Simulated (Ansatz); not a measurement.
# ScB3 (built on the sites of a database entry of ScGa3): relaxing the cell for a phonon run

Task: relax ScB3 (built on the sites of a database entry of ScGa3) tightly.

Program: Ansatz 0.2.0. Level of theory: DFT LDA, scalar-relativistic, plane waves, norm-conserving pseudopotentials. Results are calculated unless marked as measured.

Report form: the programs' logs are mostly left out.

The structure was built from a prototype and need not be the compound's stable phase.

### 1. Set-up

Symmetry: Pm-3m, No. 221, cubic system. The conventional cell has a = 3.644 Å, b = 3.644 Å, c = 3.644 Å, α = 90.00°, β = 90.00°, γ = 90.00°. Nearest to Sc lie 12 B at 2.58 Å. Nearest to B lie 4 Sc at 2.58 Å and 8 B at 2.58 Å. Farther neighbours are not listed.

### 2. A coarse first look

A quick single point on a coarse mesh tells whether the cell has a gap and how far it is from rest, which sets the k mesh and smearing that follow.

File input.yaml:

```yaml
crystal:
  lattice:
    - [3.64433, 0.0, 0.0]
    - [0.0, 3.64433, 0.0]
    - [0.0, 0.0, 3.64433]
  atoms:
    - { symbol: Sc, position: [0.0, 0.0, 0.0] }
    - { symbol: B, position: [0.0, 0.5, 0.5] }
    - { symbol: B, position: [0.5, 0.0, 0.5] }
    - { symbol: B, position: [0.5, 0.5, 0.0] }
kpoints:
  mp_grid: { grid: [6, 6, 6] }
hamiltonian:
  xc: lda
  pseudopotentials: { kind: nc }
scf:
  occupations: { method: gaussian, width: 0.1 }
output:
  forces: true
  stress: true
  eigenvalues: true
```

Started as:

```
> ansatz run input.yaml --threads 4 --pin off --max-ram 7168MiB --backend cpu --events-out ev --progress --plain --runs-dir out
```

The job ended after 0.79 s (4 threads of Arm Neoverse V1, shared host; peak memory 0.34 GiB; 2.8 s of CPU time).

Numbers from this step:

```yaml
pressure: -32.20 GPa
volume_per_atom: 12.10 Å³
gap_on_the_k_mesh: 0 eV
```

The coarse mesh shows no gap and a pressure of -32.2 GPa.

### 3. Coarse relaxation

A rough relaxation comes first, because large forces or stress need no tight tolerances yet.

input.yaml: that of step 2 with these lines changed.

```diff
@@ -21 +21,6 @@
   eigenvalues: true
+relax:
+  adjacent_minimum: "off"
+  f_tol: 0.05
+  max_steps: 80
+  cell: { stress_tol: 0.5 }
```

It took 5 s on 4 threads; peak memory 0.37 GiB.

Relaxation path:

```tsv
step	energy less that of the first step (eV)	largest force component (eV/Å)	pressure (GPa)	volume (Å³)
1	0.0000	0.0000	-32.20	48.40
2	-1.2399	0.0000	-24.91	41.66
3	-1.8637	0.0000	-4.43	35.58
4	-1.8754	0.0000	0.59	34.67
5	-1.8755	0.0000	0.01	34.77
6*	-1.8742	0.0000	-0.07	34.77
```

Relaxation steps marked * repeat the geometry before them on a plane-wave basis chosen anew for their cell, so energy and pressure can jump there.

Forces are held to the 48 operations that the run works with; a distortion that breaks them can't arise in this run.

```tsv
conventional cell, symmetrised	before	after	change
a (Å)	3.644	3.264	-10.4 %
b (Å)	3.644	3.264	-10.4 %
c (Å)	3.644	3.264	-10.4 %
volume (Å³/atom)	12.10	8.69	-28.2 %
```

The relaxed structure:

```xyz
4
Lattice="3.2640 0.0000 0.0000 0.0000 3.2640 0.0000 0.0000 0.0000 3.2640" Properties=species:S:1:pos:R:3 pbc="T T T"
Sc    0.0000    0.0000    0.0000
B     0.0000    1.6320    1.6320
B     1.6320    0.0000    1.6320
B     1.6320    1.6320    0.0000
```

This step gave:

```yaml
pressure: -0.07275 GPa
volume_per_atom: 8.693 Å³
```

In this step the volume went from 12.10 to 8.69 Å³/atom.

### 4. Bringing the structure to rest

The cell and atoms are relaxed, since residual forces and stress would shift the frequencies.

File input.yaml:

```yaml
crystal:
  lattice:
    - [3.2639886519, 0.0, 0.0]
    - [0.0, 3.2639886519, 0.0]
    - [0.0, 0.0, 3.2639886519]
  atoms:
    - { symbol: Sc, position: [0.0, 0.0, 0.0] }
    - { symbol: B, position: [0.0, 0.5, 0.5] }
    - { symbol: B, position: [0.5, 0.0, 0.5] }
    - { symbol: B, position: [0.5, 0.5, 0.0] }
kpoints:
  mp_grid: { grid: [12, 12, 12] }
hamiltonian:
  xc: lda
  pseudopotentials: { kind: nc }
scf:
  occupations: { method: gaussian, width: 0.1 }
output:
  forces: true
  stress: true
  eigenvalues: true
  write_density: true
  write_potential: true
  elf: true
  volumetric_format: npy
relax:
  adjacent_minimum: "off"
  f_tol: 0.005
  max_steps: 80
  cell: { stress_tol: 0.05 }
```

The job ended after 5.3 s (4 threads; peak memory 0.42 GiB; 21 s of CPU time).

Little changed from the start: no atom moved by 0.005 Å and no cell edge by 0.1 %.

Numbers from this step:

- pressure: 0.01554 GPa

Electrostatic potential energy in the ac plane at fractional y = 0.000, with atoms of Sc and B within 0.2 Å of it. With pseudopotentials it is smooth inside the atoms' cores, unlike the true potential.

Ten even steps from '0' (-121 eV) to '9' (14 eV):
```
00268999999998620
12578999999998752
56789999999999876
88899999999999988
99999999889999999
99999988778899999
99999986556899999
99999875335789999
99999875335789999
99999986556899999
99999988778899999
99999999889999999
88899999999999988
56789999999999876
12578999999998752
00268999999998620
00158999999998510
```
Columns run along a (3.3 Å; values clipped at the 3rd and 97th percentile), rows up along c (3.3 Å). Atoms in or near the plane, at fractional coordinates: Sc at (0.00, 0.00), B at (0.50, 0.50).

ELF in the ac plane at fractional y = 0.000, with atoms of Sc and B within 0.2 Å of it. It is the smooth field of the valence electrons, not physical close to the nuclei.

Values, 14 rows by 14 columns, each cell a mean:
```
0.27 0.61 0.82 0.60 0.19 0.13 0.24 0.30 0.22 0.11 0.25 0.66 0.82 0.56
0.77 0.82 0.75 0.42 0.15 0.22 0.40 0.47 0.38 0.19 0.18 0.48 0.77 0.82
0.71 0.64 0.44 0.22 0.20 0.42 0.60 0.66 0.59 0.36 0.18 0.25 0.48 0.66
0.29 0.24 0.17 0.20 0.39 0.62 0.70 0.72 0.70 0.58 0.35 0.18 0.18 0.25
0.10 0.12 0.20 0.40 0.61 0.65 0.53 0.47 0.55 0.66 0.58 0.36 0.19 0.11
0.18 0.24 0.41 0.62 0.70 0.47 0.16 0.07 0.19 0.55 0.70 0.59 0.38 0.22
0.24 0.33 0.50 0.68 0.71 0.37 0.05 0.00 0.07 0.47 0.72 0.66 0.47 0.30
0.19 0.26 0.43 0.63 0.70 0.45 0.14 0.05 0.16 0.53 0.70 0.60 0.40 0.24
0.10 0.14 0.24 0.45 0.64 0.62 0.45 0.37 0.47 0.65 0.62 0.42 0.22 0.13
0.21 0.18 0.15 0.22 0.44 0.64 0.70 0.71 0.70 0.61 0.39 0.20 0.15 0.19
0.66 0.58 0.38 0.20 0.22 0.45 0.63 0.68 0.62 0.40 0.20 0.22 0.42 0.60
0.80 0.82 0.71 0.38 0.15 0.24 0.43 0.50 0.41 0.20 0.17 0.44 0.75 0.82
0.37 0.66 0.82 0.58 0.18 0.14 0.26 0.33 0.24 0.12 0.24 0.64 0.82 0.61
0.05 0.37 0.80 0.66 0.21 0.10 0.19 0.24 0.18 0.10 0.29 0.71 0.77 0.27
```
Columns run along a (3.3 Å), rows up along c (3.3 Å). Atoms in or near the plane, at fractional coordinates: Sc at (0.00, 0.00), B at (0.50, 0.50).

Valence density in the ac plane at fractional y = 0.000, with atoms of Sc and B within 0.2 Å of it. It is the smooth field of the valence electrons, not physical close to the nuclei.

Values in e/Å³, 14 rows by 14 columns, each cell a mean:
```
4.7 6.1 4.5 1.6 0.5 0.3 0.2 0.2 0.2 0.3 0.6 2.0 5.0 6.1
5.6 4.7 2.6 1.0 0.4 0.3 0.3 0.3 0.3 0.3 0.5 1.2 2.9 5.0
2.4 1.9 1.0 0.5 0.3 0.3 0.4 0.4 0.4 0.3 0.4 0.6 1.2 2.0
0.7 0.6 0.4 0.4 0.4 0.4 0.5 0.5 0.5 0.4 0.4 0.4 0.5 0.6
0.3 0.3 0.3 0.3 0.5 0.6 0.7 0.7 0.6 0.6 0.4 0.3 0.3 0.3
0.2 0.2 0.3 0.4 0.5 0.7 0.6 0.6 0.7 0.6 0.5 0.4 0.3 0.2
0.2 0.2 0.3 0.4 0.6 0.7 0.5 0.3 0.6 0.7 0.5 0.4 0.3 0.2
0.2 0.2 0.3 0.4 0.5 0.7 0.6 0.5 0.6 0.7 0.5 0.4 0.3 0.2
0.2 0.3 0.3 0.4 0.5 0.6 0.7 0.7 0.7 0.6 0.4 0.3 0.3 0.3
0.5 0.5 0.4 0.3 0.4 0.5 0.5 0.6 0.5 0.5 0.4 0.3 0.4 0.5
2.0 1.5 0.9 0.5 0.3 0.4 0.4 0.4 0.4 0.3 0.4 0.5 1.0 1.6
5.1 4.2 2.3 0.9 0.4 0.3 0.3 0.3 0.3 0.3 0.4 1.0 2.6 4.5
5.1 6.0 4.2 1.5 0.5 0.3 0.2 0.2 0.2 0.3 0.6 1.9 4.7 6.1
1.5 5.1 5.1 2.0 0.5 0.2 0.2 0.2 0.2 0.3 0.7 2.4 5.6 4.7
```
Columns run along a (3.3 Å), rows up along c (3.3 Å). Atoms in or near the plane, at fractional coordinates: Sc at (0.00, 0.00), B at (0.50, 0.50).

In this step the volume went from 8.69 to 8.69 Å³/atom.

### 5. Tight relaxation

Phonons need a cell at rest on their own settings, so the relaxation is repeated with tight tolerances on forces and stress on the k mesh and occupations of the first response run.

input.yaml, the sections that differ from step 4:

```yaml
scf:
  occupations: { method: methfessel_paxton, width: 0.15 }
output:
  forces: true
  stress: true
  eigenvalues: true
relax:
  adjacent_minimum: "off"
  f_tol: 0.001
  max_steps: 60
  cell: { stress_tol: 0.01 }
# crystal, kpoints, hamiltonian: as in step 4
```

Wall time 6.7 s (4 threads); peak memory 0.42 GiB.

Little changed from the start: no atom moved by 0.005 Å and no cell edge by 0.1 %.

This step gave:

| Property | Result |
| --- | --- |
| pressure | 0.002774 GPa |
| volume per atom | 8.694 Å³ |

The forces vanish by symmetry and the pressure is 0.003 GPa, within the tolerances set. The cell now holds 8.69 Å³/atom.

### 6. Outcome

```yaml
space_group_after_relaxation_within_0p01_a: Pm-3m
lattice_constant_a: 3.264 Å
lattice_constant_b: 3.264 Å
lattice_constant_c: 3.264 Å
volume_per_atom: 8.69 Å³
```

**Reading.** The forces vanish by symmetry and the pressure is 0.003 GPa, within the tolerances set. The cell now holds 8.69 Å³/atom. The relaxation keeps the symmetry of its start, so it says nothing on stability against lower symmetry. The starting cell was built on a prototype and not taken from a measurement, so the phase need not exist.

[Logs are printed without paths, hosts, clocks, repeated set-up lines and the standing remarks that a program may print on its own settings, such as how far it seeks lower states.]

[Hosts, paths, dates, database ids (printed as entryN), source tags and the programs' standing remarks are cut or masked in the printed files.]
